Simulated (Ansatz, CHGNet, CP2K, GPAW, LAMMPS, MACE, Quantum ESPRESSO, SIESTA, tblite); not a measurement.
## Codes compared on amorphous 43Bi2O3-57BaO (mol %) (99 atoms)

How near do other programs and methods come to a plane-wave reference for amorphous 43Bi2O3-57BaO (mol %) (99 atoms)? A plane-wave run serves as the reference.

Method: Kohn-Sham DFT, PBE, SSSP efficiency 1.3.0 pseudopotentials, plane waves, in Quantum ESPRESSO 7.5.

## (1) The starting structure

The cell holds 99 atoms: 26 Bi, 17 Ba and 56 O. Its edges and angles: a = 11.971 Å, b = 11.971 Å, c = 11.971 Å, α = 90.0°, β = 90.0°, γ = 90.0°. 99 atoms (26 Gd, 17 Ba, 56 O) placed at random at 7.52 g/cm³, melted at 5000 K for 10 ps at fixed volume with the Morse and Coulomb pair potential with partial charges (Pedone, Malavasi, Menziani, Cormack and Segre, J. Phys. Chem. B 110, 11780 (2006)). Quenched from 5000 K to 300 K at 50 K/ps and fixed volume, held 5 ps, then minimised at fixed cell. Then Gd was replaced by Bi and the cell scaled by 1.02 (the potential has no terms for the new elements, so the cell is a start for a DFT relaxation).

## (2) Reference: Quantum ESPRESSO, plane waves

The input, pw.in:

```
&control
  calculation = 'scf'
  pseudo_dir = './pseudo'
  outdir = './tmp'
  disk_io = 'none'
  tprnfor = .true.
  tstress = .true.
/
&system
  ibrav = 0
  nat = 99
  ntyp = 3
  ecutwfc = 60
  ecutrho = 480
  nosym = .true.
  occupations = 'smearing'
  smearing = 'fd'
  degauss = 0.003675
/
&electrons
  conv_thr = 5.0e-07
  electron_maxstep = 100
  mixing_beta = 0.4
  mixing_mode = 'plain'
  diagonalization = 'david'
/
ATOMIC_SPECIES
Bi 208.980 Bi.upf
Ba 137.327 Ba.upf
O 15.999 O.upf
CELL_PARAMETERS angstrom
11.97103 0.00000 0.00000
0.00000 11.97103 0.00000
0.00000 0.00000 11.97103
ATOMIC_POSITIONS crystal
Bi 0.24794 0.26875 0.69696
Bi 0.87622 0.99619 0.33400
Bi 0.10444 0.03750 0.78540
Bi 0.09436 0.24244 0.37878
Bi 0.83914 0.91018 0.70848
Bi 0.09163 0.94826 0.50855
Bi 0.81763 0.22633 0.18178
Bi 0.62521 0.24066 0.39900
Bi 0.65763 0.74446 0.90407
Bi 0.59531 0.73503 0.64383
Bi 0.38561 0.10934 0.26082
Bi 0.14180 0.70342 0.31612
[... 83 atom lines left out ...]
O 0.96032 0.09169 0.18520
O 0.23158 0.32438 0.49012
O 0.17386 0.77981 0.49280
O 0.76328 0.51542 0.53227
K_POINTS gamma
```

Command:

```console
> OMP_NUM_THREADS=1 pw.x -in pw.in > output.txt
```

The program printed:

```text
Program PWSCF
     gamma-point specific algorithms are used
     sticks:   dense  smooth     PW     G-vecs:    dense   smooth      PW
     Sum       19549    9761   2441              2056633   727055   90879
     bravais-lattice index     =            0
     lattice parameter (alat)  =      22.6220  a.u.
     unit-cell volume          =   11576.8701 (a.u.)^3
     number of atoms/cell      =           99
     number of atomic types    =            3
     number of electrons       =       896.00
     number of Kohn-Sham states=          538
     kinetic-energy cutoff     =      60.0000  Ry
     charge density cutoff     =     480.0000  Ry
     scf convergence threshold =      5.0E-07
     mixing beta               =       0.4000
[... lines left out ...]
     number of k points=     1  Fermi-Dirac smearing, width (Ry)=  0.0037
[... lines left out ...]
     total energy              =  -14558.25126489 Ry
[... lines left out ...]
     total energy              =  -14556.58651267 Ry
[... lines left out ...]
     total energy              =  -14563.87601397 Ry
[... lines left out ...]
     total energy              =  -14567.98252142 Ry
[... lines left out ...]
     total energy              =  -14567.98252160 Ry
[... lines left out ...]
   -15.8887 -12.3956 -12.3514 -12.3247 -12.3012 -12.2791 -12.2677 -12.2480
[...]
15.4853  15.5528  15.5701  15.5792  15.6541  15.6817  15.7217  15.7352
    15.7510  15.7794  15.7971  15.9056  15.9229  15.9341  15.9521  15.9869
    16.0406  16.0644
     the Fermi energy is    11.5783 ev
!    total energy              =  -14567.98252167 Ry
     estimated scf accuracy    <       0.00000031 Ry
     smearing contrib. (-TS)   =      -0.00000092 Ry
     internal energy E=F+TS    =  -14567.98252075 Ry
     The total energy is F=E-TS. E is the sum of the following terms:
     one-electron contribution =   -2050.92222247 Ry
     hartree contribution      =    1669.33093299 Ry
     xc contribution           =   -2446.56487187 Ry
     ewald contribution        =   -4832.11857045 Ry
     one-center paw contrib.   =   -6907.70778895 Ry
     convergence has been achieved in  21 iterations
     negative rho (up, down):  1.059E+00 0.000E+00
     Forces acting on atoms (cartesian axes, Ry/au):
     atom    1 type  1   force =     0.00550936    0.00207133   -0.00430660
     atom    2 type  1   force =     0.01051031    0.00610724   -0.00813538
     atom    3 type  1   force =     0.01545780   -0.01008561   -0.02843294
[...]
atom   98 type  3   force =     0.03373357   -0.00514534    0.02937512
     atom   99 type  3   force =     0.00027487    0.00314967    0.03575438
     Total force =     0.373871     Total SCF correction =     0.000951
     Computing stress (Cartesian axis) and pressure
     negative rho (up, down):  1.059E+00 0.000E+00
          total   stress  (Ry/bohr**3)                   (kbar)     P=       74.30
   0.00045987  -0.00003823  -0.00006923           67.65       -5.62      -10.18
  -0.00003823   0.00056539  -0.00001024           -5.62       83.17       -1.51
  -0.00006923  -0.00001024   0.00049002          -10.18       -1.51       72.08
     Message from routine punch:
     Nothing written, as per user request (disk_io='none')
```

Wall time 48 min (1 thread of Arm Neoverse V1, shared host); peak memory 5.7 GiB.

Banners, paths, timers and routine set-up lines are dropped from the logs unmarked, and long logs keep their key lines alone; longer cuts are marked.

Numbers from this run:

* r.m.s. force component: 0.5578 eV/Å
* longest force: 2.667 eV/Å
* pressure: 7.43 GPa
* gap (highest filled to lowest empty level): 1.232 eV

## (3) Structure statistics

Pair distribution functions g(r), in bins of 0.2 Å:

```
r (Å)  total   O-O  O-Bi  O-Ba  Bi-Bi  Bi-Ba  Ba-Ba
 2.10   0.12  0.00  0.40  0.00   0.00   0.00   0.00
 2.30   2.62  0.00  8.82  0.00   0.00   0.00   0.00
 2.50   0.90  0.00  3.03  0.00   0.00   0.00   0.00
 2.70   1.15  0.17  0.26  5.29   0.00   0.00   0.00
 2.90   1.16  1.11  0.22  3.62   0.00   0.00   1.10
 3.10   1.16  2.63  0.24  1.05   0.43   0.00   0.47
 3.30   1.07  2.15  0.13  0.59   1.31   1.13   1.35
 3.50   1.50  2.10  0.57  0.64   2.96   2.65   3.08
 3.70   1.07  1.27  0.28  0.47   3.09   2.29   2.41
 3.90   0.71  0.92  0.15  0.38   1.46   2.23   0.00
 4.10   0.83  0.67  0.89  0.43   1.55   1.10   1.96
 4.30   0.83  0.59  0.91  0.54   1.54   1.50   0.77
 4.50   0.80  1.03  0.84  0.46   0.81   0.53   0.95
 4.70   0.84  0.79  1.23  0.55   0.65   0.69   0.21
 4.90   0.98  0.56  1.41  1.23   0.51   0.90   0.99
 5.10   1.17  0.65  1.76  1.32   0.31   1.19   1.47
 5.30   1.22  0.93  1.63  1.53   0.21   1.05   1.03
 5.50   1.11  0.87  1.25  1.80   0.67   0.41   0.93
 5.70   0.97  0.99  0.88  1.28   0.94   0.67   0.57
 5.90   0.93  1.08  0.90  1.11   0.35   0.62   0.80
```

Bonds by pair of elements; cutoffs follow the first minimum of g(r), held within bounds set by covalent radii, and pairs that aren't listed don't count as bonded:

```csv
pair A-B,cutoff (Å),bonds,mean length (Å),spread (Å),shortest (Å),B about A,A about B
O-Bi,2.85,149,2.37,0.121,2.16,2.66,5.73
O-Ba,3.29,113,2.84,0.155,2.62,2.02,6.65
```

How many atoms have how many bonded neighbours:

| element | mean | 3 | 4 | 5 | 6 | 7 | 8 |
| --- | --- | --- | --- | --- | --- | --- | --- |
| Ba | 6.65 | 0 | 0 | 1 | 6 | 8 | 2 |
| Bi | 5.73 | 0 | 0 | 8 | 17 | 1 | 0 |
| O | 4.68 | 1 | 23 | 25 | 7 | 0 | 0 |

## (4) What was run beside it

The programs:
- CHGNet: machine-learned potential, published weights.
- CP2K 2026.2: Gaussian basis with GTH pseudopotentials and a plane-wave density; labels give functional, basis (MOLOPT sets; SR short-range, UZH the newer set with its own potentials), grid cutoff/relative cutoff and solver (OT: orbital transformation; TRS4, TC2, SIGN: linear-scaling purification with its sparsity filter), or its built-in tight binding.
- GPAW 26.7.0: PAW with atomic orbitals (LCAO), plane waves or a real-space grid of spacing h.
- MACE: machine-learned potential, published weights.
- SIESTA 5.4.2: numerical atomic orbitals, whose automatically made sets are far from complete, with PseudoDojo norm-conserving potentials that we converted to its format (checked against plane waves on the same files for H, C, O, Si, Ge and Ca alone); labels give functional, basis size, energy shift and mesh cutoff.

All use the same cell and atoms; the electronic-structure runs use the same k-mesh, and an electronic temperature of 580 K (0.05 eV) where levels are smeared.

Differences are against the plane-wave reference, forces as r.m.s. over components; share is that over the reference's r.m.s. force, slope the least-squares factor from reference forces to these. Total energies of different programs have different zeros and aren't compared.

| run | Δ force, r.m.s. (meV/Å) | share (%) | slope | Δ pressure (GPa) | Δ gap (eV) | cores | CPU time | memory (GiB) |
| --- | --- | --- | --- | --- | --- | --- | --- | --- |
| reference | - | - | - | - | - | 1 | 48 min | 5.7 |
| CHGNet 0.3.0 potential | 161 | 28.9 | 0.876 | -0.584 | - | 1 | 4.6 s | 0.99 |
| CHGNet r2SCAN potential | 203 | 36.4 | 0.730 | -3.18 | - | 1 | 4.5 s | 0.99 |
| CP2K PBE, DZVP-MOLOPT-SR, 600/50 Ry, OT DIIS | 104 | 18.7 | 1.108 | 3.40 | -0.124 | 2 | 19 min | 2.6 |
| GPAW PBE, LCAO dzp, h 0.18 Å | 98.6 | 17.7 | 1.110 | - | -0.0524 | 1 | 15 min | 3.1 |
| GPAW PBE, LCAO dzp, h 0.18 Å, other mixer settings | 97.3 | 17.5 | 1.108 | - | -0.0527 | 2 | 20 min | 3.5 |
| GPAW PBE, LCAO szp(dzp), h 0.18 Å (coarse) | 165 | 29.6 | 1.172 | - | -0.227 | 1 | 9.6 min | 2.9 |
| MACE MPA-0 medium potential | 135 | 24.2 | 0.871 | 0.357 | - | 1 | 9.5 s | 1.0 |
| SIESTA PBE, DZ, shift 0.01 Ry, mesh 500 Ry (coarse) | 385 | 69.1 | 1.481 | -2.42 | 0.0032 | 2 | 3.6 min | 1.7 |
| SIESTA PBE, DZP, shift 0.01 Ry, mesh 150 Ry (coarse) | 309 | 55.4 | 1.324 | 1.58 | 0.0074 | 2 | 2.2 min | 0.94 |

Rows marked coarse were listed beforehand as settings not expected to be converged; some can still land near the reference.

Times of the machine-learned potentials are mostly Python's start and the loading of weights.

CPU time is summed over cores on a shared host, where runs went side by side, so it is rough. Symmetry, cutoffs, thresholds, outputs and thread counts weren't matched or tuned between programs; memory under MPI is the largest rank's times the ranks.

Runs without a result: tblite GFN1-xTB (ended with an error: overlap matrix not positive definite).

Within one program, basis, potentials and functional, energies share a zero. Each run against its twin at the usual cutoff or grid and solver:

```
                                               run                twin  Δ energy (meV/atom)  Δ force, r.m.s. (meV/Å)        CPU time over the twin's
GPAW PBE, LCAO dzp, h 0.18 Å, other mixer settings  LCAO dzp, h 0.18 Å               2.0e-4                     2.46  1.3 (this twin ran on 1 cores)
```

## (5) Outcome

```
reference r.m.s. force component                       : 0.558 eV/Å
nearest in forces                                      : GPAW PBE, LCAO dzp, h 0.18 Å, other mixer settings, 17 %
farthest in forces                                     : SIESTA PBE, DZ, shift 0.01 Ry, mesh 500 Ry (coarse), 69 %
cheapest electronic-structure run beside the reference : SIESTA PBE, DZP, shift 0.01 Ry, mesh 150 Ry, 2.2 min of CPU time
```

**Reading.** The PBE runs in local orbitals, coarse settings apart, differ by 17 % (GPAW PBE, LCAO dzp, h 0.18 Å, other mixer settings) to 19 % (CP2K PBE, DZVP-MOLOPT-SR, 600/50 Ry, OT DIIS); basis, grid and potentials can all enter. Machine-learned potentials differ by 24 % (MACE MPA-0 medium potential) to 36 % (CHGNet r2SCAN potential); they were trained on other programs' data, some at another functional. Runs with settings chosen to be coarse differ by 30 % (GPAW PBE, LCAO szp(dzp), h 0.18 Å) to 69 % (SIESTA PBE, DZ, shift 0.01 Ry, mesh 500 Ry), their programs' other errors included. Of the electronic-structure runs that take under half the reference's CPU time, GPAW PBE, LCAO dzp, h 0.18 Å, other mixer settings is among the nearest, at 17 % in 20 min against 48 min. GPAW PBE, LCAO szp(dzp), h 0.18 Å stiffens the forces by a factor of 1.17 while following their directions (correlation 0.979); the slopes of the 3 GPAW runs lie between 1.11 and 1.17. At the same functional, gaps differ from the reference's 1.23 eV by between -0.23 and +0.01 eV. In pressure, CP2K PBE, DZVP-MOLOPT-SR, 600/50 Ry, OT DIIS misses by +3.4 GPa, at the same functional. In the reference: filled and empty levels are parted by 1.23 eV (on the run's k-points); a semilocal functional narrows such gaps, while the missing spin–orbit coupling widens them for these heavy elements, so the errors pull opposite ways. In a disordered cell it changes from sample to sample, and tail or defect levels can set it. In the reference: first main peaks of g(r), for some of the pairs, lie near 3.1 Å (O-O), 2.3 Å (O-Bi), 2.8 Å (O-Ba), 3.7 Å (Bi-Bi) and 3.5 Å (Bi-Ba). The potentials hold different valence shells: 896 electrons in the reference, 636 in CP2K with DZVP-MOLOPT-SR; this bears on time and differences. The reference's pressure holds the uncorrected Pulay stress of its 60 Ry basis, so small pressure differences, and their order, may be the reference's own error. Machine-learned potentials mimic data converged in k, so the reference's own k-point error enters their differences. The quench rate of 50 K/ps is many orders above laboratory rates, so the cell is likely richer in defects and strain than a real sample. The network of bonds at the start is that of the classical potential that made the cell, and needn't be the one that DFT or experiment would give. The reference's pressure of 7.4 GPa belongs to a cell and atoms that aren't relaxed at this level. The electronic-structure runs sample only Γ, in a cell whose shortest periodic width is 12 Å. Spin–orbit coupling is left out, which matters for the levels of the heavy elements.

[Also dropped from logs without a mark: logging warnings of Python, and SIESTA's first energy breakdown and zero terms.]

[Logs are printed without paths, hosts, clocks, repeated set-up lines and the standing remarks that a program may print on its own settings, such as how far it seeks lower states.]

[Hosts, paths, dates, database ids (printed as entryN), source tags and the programs' standing remarks are cut or masked in the printed files.]
